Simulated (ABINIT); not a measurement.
**AlBiS3 (Pm-3m): from the cell to the phonon bands**

How does AlBiS3 (Pm-3m) vibrate, and is this structure a minimum?

Calculated with ABINIT 10.8.3; DFT PBEsol, scalar-relativistic, plane waves, PseudoDojo norm-conserving pseudopotentials.

The structure was built from a prototype and need not be the compound's stable phase.

### Step 1. The structure

It takes space group Pm-3m (No. 221, cubic). The conventional cell has a = 4.655 Å, b = 4.655 Å, c = 4.655 Å, α = 90.00°, β = 90.00°, γ = 90.00°. Bi has 12 S at 3.29 Å nearest. Al has 6 S at 2.33 Å nearest. Nearest to S lie 2 Al at 2.33 Å and 4 Bi at 3.29 Å. Farther neighbours and most contacts between anions are not listed.

### Step 2. A probe with smearing

A first run with smearing and empty bands tells whether the crystal has a gap, which decides between fixed occupations and smearing later on.

The input, probe.abi:

```
# ground state
tolvrs 1.0d-08
prtden 1
prtwf 1

# basis, mesh and filling
ecut 29.0
ngkpt 4 4 4
nshiftk 1
shiftk 0.0 0.0 0.0
istwfk *1
occopt 7
tsmear 0.005
nband 26
nstep 100
diemac 9.0
prtebands 0
prtgsr 0
useylm 1

# cell and atoms
acell 3*1.0 Angstrom
rprim 
    4.655 0.0 0.0
    0.0 4.655 0.0
    0.0 0.0 4.655
ntypat 3
znucl 83 13 16
natom 5
typat 1 2 3 3 3
xred 
    0.0 0.0 0.0
    0.5 0.5 0.5
    0.5 0.5 0.0
    0.5 0.0 0.5
    0.0 0.5 0.5
pp_dirpath "./pseudo"
pseudos "Bi.upf, Al.upf, S.upf"
```

Command:

```sh
$ OMP_NUM_THREADS=1 mpirun -n 4 abinit probe.abi > probe.log
```

Numbers of over 12 decimals in the logs are rounded to 6 here.

probe.abo, the main output file:

```text
[banners, grids, parts of the stress and lines that vanish by symmetry left out]
- input  file    -> probe.abi
- output file    -> probe.abo
- root for input  files -> probei
[...]
Symmetries : space group Pm -3 m (#221); Bravais cP (primitive cubic)
[...]
mpw =        5112          nfft =       91125          nkpt =          10
[...]
== DATASET  1 ==================================================================
[...]
cutoff_energies: {ecut:  29.0, pawecutdg:  -1.0, }
[...]
ETOT  1  -117.16720687104    -1.172E+02 6.529E-02 1.005E+03
 ETOT  2  -117.26671942083    -9.951E-02 2.178E-02 5.213E+02
 ETOT  3  -117.36586726371    -9.915E-02 2.297E-03 6.974E+00
 ETOT  4  -117.36681759185    -9.503E-04 1.315E-03 4.962E-02
 ETOT  5  -117.36683539967    -1.781E-05 3.775E-04 7.246E-04
 ETOT  6  -117.36683553951    -1.398E-07 2.380E-04 7.234E-05
 ETOT  7  -117.36683554793    -8.428E-09 1.062E-04 3.696E-06
 ETOT  8  -117.36683554841    -4.777E-10 7.609E-05 3.199E-07
 ETOT  9  -117.36683554845    -4.079E-11 3.084E-05 2.546E-10
 At SCF step    9       vres2   =  2.55E-10 < tolvrs=  1.00E-08 =>converged.
[...]
sigma(1 1)=  1.10942751E-04  sigma(3 2)=  0.00000000E+00
  sigma(2 2)=  1.10942751E-04  sigma(3 1)=  0.00000000E+00
  sigma(3 3)=  1.10942751E-04  sigma(2 1)=  0.00000000E+00
[...]
convergence: {deltae: -4.079E-11, res2:  2.546E-10, residm:  3.084E-05, diffor: null, }
etotal    :  -1.17366836E+02
[...]
sigma(1 1)=  1.10942751E-04  sigma(3 2)=  0.00000000E+00
  sigma(2 2)=  1.10942751E-04  sigma(3 1)=  0.00000000E+00
  sigma(3 3)=  1.10942751E-04  sigma(2 1)=  0.00000000E+00
[...]
- sigma(1 1)=  3.26404843E+00  sigma(3 2)=  0.00000000E+00
- sigma(2 2)=  3.26404843E+00  sigma(3 1)=  0.00000000E+00
- sigma(3 3)=  3.26404843E+00  sigma(2 1)=  0.00000000E+00
[...]
fcart     -0.0000000000E+00 -0.0000000000E+00 -0.0000000000E+00
           strten      1.1094275122E-04  1.1094275122E-04  1.1094275122E-04
================================================================================

[key lines of the parts left out:]
pressure_GPa:  -3.2640E+00
```

Elapsed: 19 s, on 4 MPI ranks of Arm Neoverse V1, shared host.

Read from the output:

| Item | Value |
| --- | --- |
| volume per atom | 20.17 Å³ |
| pressure | -3.264 GPa |
| gap on the k-mesh | 0 eV |

No gap opens on this mesh, so smearing is kept; the printed pressure holds the stress of the finite basis too.

### Step 3. Rough relaxation

The typed start is rough, so a first relaxation with smearing and loose thresholds takes it towards rest cheaply.

The input, prerelax.abi:

```
# relaxation
ionmov 2
optcell 2
dilatmx 1.15
chkdilatmx 0
ntime 40
tolmxf 3.0d-04
tolvrs 1.0d-10
prtwf 0
prtden 0
chksymtnons 0

# basis, mesh and filling
ecut 30.0
ecutsm 3.0
ngkpt 4 4 4
nshiftk 1
shiftk 0.0 0.0 0.0
istwfk *1
occopt 7
tsmear 0.005
nband 26
nstep 100
diemac 1000000.0
prtebands 0
prtgsr 0
useylm 1

# cell and atoms
acell 3*1.0 Angstrom
rprim 
    4.655 0.0 0.0
    0.0 4.655 0.0
    0.0 0.0 4.655
ntypat 3
znucl 83 13 16
natom 5
typat 1 2 3 3 3
xred 
    0.0 0.0 0.0
    0.5 0.5 0.5
    0.5 0.5 0.0
    0.5 0.0 0.5
    0.0 0.5 0.5
pp_dirpath "./pseudo"
pseudos "Bi.upf, Al.upf, S.upf"
```

Command:

```sh
$ OMP_NUM_THREADS=1 mpirun -n 4 abinit prerelax.abi > prerelax.log
```

prerelax.abo, the main output file:

```text
[banners, grids, parts of the stress and lines that vanish by symmetry left out]
- input  file    -> prerelax.abi
- output file    -> prerelax.abo
- root for input  files -> prerelaxi
[...]
Symmetries : space group Pm -3 m (#221); Bravais cP (primitive cubic)
[...]
mpw =        8217          nfft =      125000          nkpt =          10
[...]
== DATASET  1 ==================================================================
[...]
cutoff_energies: {ecut:  30.0, pawecutdg:  -1.0, }
[...]
ETOT  1  -117.16040227389    -1.172E+02 6.711E-02 1.368E+03
 ETOT  2  -117.32071575419    -1.603E-01 7.253E-03 2.952E+02
 ETOT  3  -117.36609458254    -4.538E-02 3.618E-03 5.937E+00
 ETOT  4  -117.36664230419    -5.477E-04 1.214E-03 1.088E-01
 ETOT  5  -117.36665744284    -1.514E-05 7.384E-04 7.744E-04
[...]
At SCF step   10       vres2   =  2.70E-11 < tolvrs=  1.00E-10 =>converged.
[...]
ETOT  8  -117.36794445433     5.826E-13 1.922E-07 1.151E-11
 At SCF step    8       vres2   =  1.15E-11 < tolvrs=  1.00E-10 =>converged.
[...]
sigma(1 1)=  1.54847054E-07  sigma(3 2)=  0.00000000E+00
  sigma(2 2)=  1.54847054E-07  sigma(3 1)=  0.00000000E+00
  sigma(3 3)=  1.54847054E-07  sigma(2 1)=  0.00000000E+00
[...]
convergence: {deltae:  5.826E-13, res2:  1.151E-11, residm:  1.922E-07, diffor: null, }
etotal    :  -1.17367944E+02
[...]
At Broyd/MD step   4, gradients are converged :
[...]
sigma(1 1)=  1.54847054E-07  sigma(3 2)=  0.00000000E+00
  sigma(2 2)=  1.54847054E-07  sigma(3 1)=  0.00000000E+00
  sigma(3 3)=  1.54847054E-07  sigma(2 1)=  0.00000000E+00
[...]
- sigma(1 1)=  4.55575761E-03  sigma(3 2)=  0.00000000E+00
- sigma(2 2)=  4.55575761E-03  sigma(3 1)=  0.00000000E+00
- sigma(3 3)=  4.55575761E-03  sigma(2 1)=  0.00000000E+00
[...]
fcart     -0.0000000000E+00 -0.0000000000E+00 -0.0000000000E+00
           strten      1.5484705379E-07  1.5484705380E-07  1.5484705380E-07
================================================================================

[key lines of the parts left out:]
pressure_GPa:  -4.5558E-03
Total energy (etotal) [Ha]= -1.17367944454329E+02
```

Elapsed: 91 s, on 4 MPI ranks.

Step by step:

```
step  energy less that of the first step (eV)  largest force (eV/Å)  volume (Å³)
   1                                   0.0000                0.0000       100.87
   2                                  -0.0152                0.0000        99.95
   3                                  -0.0350                0.0000        97.11
   4                                  -0.0350                0.0000        97.25
```

```
conventional cell, symmetrised  before  after  change
                         a (Å)   4.655  4.599  -1.2 %
                         b (Å)   4.655  4.599  -1.2 %
                         c (Å)   4.655  4.599  -1.2 %
              volume (Å³/atom)   20.17  19.45  -3.6 %
```

This step gave:

* volume per atom: 19.45 Å³
* pressure: -0.004556 GPa

The volume changes by -3.6 % in this run and stands -3.6 % from the first cell.

### Step 4. Relaxation

The harmonic expansion needs vanishing forces, and a free crystal bears no stress, so cell and atoms are brought to rest. Stress is more sensitive to the basis than forces are: the last 3 Ha under the cutoff are smoothed with ecutsm, and the cutoff is raised above that of the later runs.

The input, relax.abi:

```
# relaxation
ionmov 2
optcell 2
dilatmx 1.08
ntime 40
tolmxf 1.0d-05
tolvrs 1.0d-14
prtwf 0
prtden 0
chksymtnons 0

# basis, mesh and filling
ecut 36.0
ecutsm 3.0
ngkpt 6 6 6
nshiftk 1
shiftk 0.0 0.0 0.0
istwfk *1
occopt 3
tsmear 0.01
nband 26
nstep 100
diemac 1000000.0
prtebands 0
prtgsr 0
useylm 1

# cell and atoms
acell 3*1.0 Angstrom
rprim 
    4.598645632 0.0 0.0
    0.0 4.598645632 0.0
    0.0 0.0 4.598645632
ntypat 3
znucl 83 13 16
natom 5
typat 1 2 3 3 3
xred 
    0.0 0.0 0.0
    0.5 0.5 0.5
    0.5 0.5 0.0
    0.5 0.0 0.5
    0.0 0.5 0.5
pp_dirpath "./pseudo"
pseudos "Bi.upf, Al.upf, S.upf"
```

Command:

```sh
$ OMP_NUM_THREADS=1 mpirun -n 4 abinit relax.abi > relax.log
```

relax.abo, the main output file:

```text
[banners, grids, parts of the stress and lines that vanish by symmetry left out]
- input  file    -> relax.abi
- output file    -> relax.abo
- root for input  files -> relaxi
[...]
Symmetries : space group Pm -3 m (#221); Bravais cP (primitive cubic)
[...]
mpw =        8578          nfft =      157464          nkpt =          20
[...]
== DATASET  1 ==================================================================
[...]
cutoff_energies: {ecut:  36.0, pawecutdg:  -1.0, }
[...]
ETOT  1  -117.15118907471    -1.172E+02 1.058E-01 1.649E+03
 ETOT  2  -117.31847097473    -1.673E-01 5.306E-03 4.364E+02
 ETOT  3  -117.37033517086    -5.186E-02 3.004E-03 2.739E+01
 ETOT  4  -117.37251830420    -2.183E-03 2.069E-03 1.720E+00
 ETOT  5  -117.37266345276    -1.451E-04 1.545E-03 4.015E-02
[...]
At SCF step   12       vres2   =  1.66E-15 < tolvrs=  1.00E-14 =>converged.
[...]
sigma(1 1)= -2.69379099E-05  sigma(3 2)=  0.00000000E+00
  sigma(2 2)= -2.69379099E-05  sigma(3 1)=  0.00000000E+00
  sigma(3 3)= -2.69379099E-05  sigma(2 1)=  0.00000000E+00
[...]
convergence: {deltae: -4.576E-12, res2:  1.663E-15, residm:  2.187E-04, diffor: null, }
etotal    :  -1.17372667E+02
[...]
ETOT  1  -117.37252954704    -1.174E+02 8.160E-05 2.274E+00
[...]
At SCF step   10       vres2   =  5.26E-15 < tolvrs=  1.00E-14 =>converged.
[...]
sigma(1 1)= -1.96839651E-05  sigma(3 2)=  0.00000000E+00
  sigma(2 2)= -1.96839651E-05  sigma(3 1)=  0.00000000E+00
  sigma(3 3)= -1.96839651E-05  sigma(2 1)=  0.00000000E+00
[...]
convergence: {deltae: -5.841E-12, res2:  5.260E-15, residm:  6.139E-05, diffor: null, }
etotal    :  -1.17372704E+02
[...]
ETOT  1  -117.37144878119    -1.174E+02 6.185E-05 1.692E+01
[...]
At SCF step   11       vres2   =  9.91E-16 < tolvrs=  1.00E-14 =>converged.
[...]
sigma(1 1)= -2.40067291E-07  sigma(3 2)=  0.00000000E+00
  sigma(2 2)= -2.40067291E-07  sigma(3 1)=  0.00000000E+00
  sigma(3 3)= -2.40067291E-07  sigma(2 1)=  0.00000000E+00
[...]
convergence: {deltae:  1.594E-11, res2:  9.909E-16, residm:  1.530E-05, diffor: null, }
etotal    :  -1.17372747E+02
[...]
ETOT  1  -117.37274729493    -1.174E+02 1.268E-05 2.669E-03
[...]
ETOT  8  -117.37274750155     5.784E-12 5.492E-06 3.691E-14
 ETOT  9  -117.37274750155    -7.219E-12 8.522E-06 2.588E-16
 At SCF step    9       vres2   =  2.59E-16 < tolvrs=  1.00E-14 =>converged.
[...]
sigma(1 1)= -2.19910153E-09  sigma(3 2)=  0.00000000E+00
  sigma(2 2)= -2.19910153E-09  sigma(3 1)=  0.00000000E+00
  sigma(3 3)= -2.19910152E-09  sigma(2 1)=  0.00000000E+00
[...]
convergence: {deltae: -7.219E-12, res2:  2.588E-16, residm:  8.522E-06, diffor: null, }
etotal    :  -1.17372748E+02
[...]
At Broyd/MD step   4, gradients are converged :
[...]
sigma(1 1)= -2.19910153E-09  sigma(3 2)=  0.00000000E+00
  sigma(2 2)= -2.19910153E-09  sigma(3 1)=  0.00000000E+00
  sigma(3 3)= -2.19910152E-09  sigma(2 1)=  0.00000000E+00
[...]
- sigma(1 1)= -6.46998009E-05  sigma(3 2)=  0.00000000E+00
- sigma(2 2)= -6.46998007E-05  sigma(3 1)=  0.00000000E+00
- sigma(3 3)= -6.46998004E-05  sigma(2 1)=  0.00000000E+00
[...]
fcart     -0.0000000000E+00 -0.0000000000E+00 -0.0000000000E+00
           strten     -2.1991015337E-09 -2.1991015285E-09 -2.1991015172E-09
================================================================================

[key lines of the parts left out:]
pressure_GPa:   6.4700E-05
Total energy (etotal) [Ha]= -1.17372747501553E+02
```

Wall time 3.3 min (4 MPI ranks); 13 min of CPU time.

Relaxation path:

```
step  energy less that of the first step (eV)  largest force (eV/Å)  volume (Å³)
   1                                   0.0000                0.0000        97.25
   2                                  -0.0010                0.0000        97.49
   3                                  -0.0022                0.0000        98.13
   4                                  -0.0022                0.0000        98.14
```

```
conventional cell, symmetrised  before  after  change
                         a (Å)   4.599  4.613  +0.3 %
                         b (Å)   4.599  4.613  +0.3 %
                         c (Å)   4.599  4.613  +0.3 %
              volume (Å³/atom)   19.45  19.63  +0.9 %
```

Final coordinates:

```cif
data_structure
_symmetry_space_group_name_H-M 'P 1'
_symmetry_Int_Tables_number 1
_cell_length_a 4.6127
_cell_length_b 4.6127
_cell_length_c 4.6127
_cell_angle_alpha 90.000
_cell_angle_beta 90.000
_cell_angle_gamma 90.000
_cell_volume 98.14
loop_
_atom_site_label
_atom_site_type_symbol
_atom_site_fract_x
_atom_site_fract_y
_atom_site_fract_z
_atom_site_occupancy
Bi1 Bi 0.00000 0.00000 0.00000 1
Al2 Al 0.50000 0.50000 0.50000 1
S3 S 0.50000 0.50000 0.00000 1
S4 S 0.50000 0.00000 0.50000 1
S5 S 0.00000 0.50000 0.50000 1
```

Numbers from this step:

```yaml
volume_per_atom: 19.63 Å³
pressure: 6.47e-5 GPa
```

The volume changes by +0.9 % in this run and stands -2.7 % from the first cell.

### Step 5. Self-consistent run for the response

First-order wavefunctions inherit every error of the ground state, hence the very tight tolvrs. Smearing stays on, as the first look found no gap above 0.3 eV.

The input, gs.abi:

```
# ground state
tolvrs 1.0d-16
prtden 1
prtwf 1

# basis, mesh and filling
ecut 29.0
ngkpt 6 6 6
nshiftk 1
shiftk 0.0 0.0 0.0
istwfk *1
occopt 3
tsmear 0.01
nband 26
nstep 100
diemac 1000000.0
prtebands 0
prtgsr 0
useylm 1

# cell and atoms
acell 3*1.0 Angstrom
rprim 
    4.612664403 0.0 0.0
    0.0 4.612664403 0.0
    0.0 0.0 4.612664403
ntypat 3
znucl 83 13 16
natom 5
typat 1 2 3 3 3
xred 
    0.0 0.0 0.0
    0.5 0.5 0.5
    0.5 0.5 0.0
    0.5 0.0 0.5
    0.0 0.5 0.5
pp_dirpath "./pseudo"
pseudos "Bi.upf, Al.upf, S.upf"
```

Command:

```sh
$ OMP_NUM_THREADS=1 mpirun -n 4 abinit gs.abi > gs.log
```

gs.abo, the main output file:

```text
[banners, grids, parts of the stress and lines that vanish by symmetry left out]
- input  file    -> gs.abi
- output file    -> gs.abo
- root for input  files -> gsi
[...]
Symmetries : space group Pm -3 m (#221); Bravais cP (primitive cubic)
[...]
mpw =        4972          nfft =       91125          nkpt =          20
[...]
== DATASET  1 ==================================================================
[...]
cutoff_energies: {ecut:  29.0, pawecutdg:  -1.0, }
[...]
ETOT  1  -117.18362597151    -1.172E+02 7.956E-02 9.391E+02
 ETOT  2  -117.32031193631    -1.367E-01 8.656E-03 2.422E+02
 ETOT  3  -117.36975960527    -4.945E-02 5.142E-03 1.685E+01
 ETOT  4  -117.37211493407    -2.355E-03 2.390E-03 1.143E+00
 ETOT  5  -117.37228268177    -1.677E-04 3.172E-03 1.719E-02
[...]
ETOT 12  -117.37228555528     5.215E-12 1.920E-04 1.081E-15
 ETOT 13  -117.37228555528    -3.951E-12 6.040E-05 1.813E-17
 At SCF step   13       vres2   =  1.81E-17 < tolvrs=  1.00E-16 =>converged.
[...]
sigma(1 1)=  9.35969723E-06  sigma(3 2)=  0.00000000E+00
  sigma(2 2)=  9.35969723E-06  sigma(3 1)=  0.00000000E+00
  sigma(3 3)=  9.35969723E-06  sigma(2 1)=  0.00000000E+00
[...]
convergence: {deltae: -3.951E-12, res2:  1.813E-17, residm:  6.040E-05, diffor: null, }
etotal    :  -1.17372286E+02
[...]
sigma(1 1)=  9.35969723E-06  sigma(3 2)=  0.00000000E+00
  sigma(2 2)=  9.35969723E-06  sigma(3 1)=  0.00000000E+00
  sigma(3 3)=  9.35969723E-06  sigma(2 1)=  0.00000000E+00
[...]
- sigma(1 1)=  2.75371800E-01  sigma(3 2)=  0.00000000E+00
- sigma(2 2)=  2.75371800E-01  sigma(3 1)=  0.00000000E+00
- sigma(3 3)=  2.75371800E-01  sigma(2 1)=  0.00000000E+00
[...]
fcart     -0.0000000000E+00 -0.0000000000E+00 -0.0000000000E+00
           strten      9.3596972306E-06  9.3596972306E-06  9.3596972306E-06
================================================================================

[key lines of the parts left out:]
pressure_GPa:  -2.7537E-01
```

Wall time 40 s (4 MPI ranks).

This step gave:

| Quantity | Value |
| --- | --- |
| pressure | -0.2754 GPa |

The cell stands at -0.28 GPa: the relaxation ran with a smoothed and higher cutoff, and the difference is a stress of the finite basis.

(Part 1 of 6 ends here.)

[Host names and launcher messages were left out of these logs when they were recorded.]

[Logs are printed without paths, hosts, clocks, repeated set-up lines and the standing remarks that a program may print on its own settings, such as how far it seeks lower states.]

[Hosts, paths, dates, database ids (printed as entryN), source tags and the programs' standing remarks are cut or masked in the printed files.]
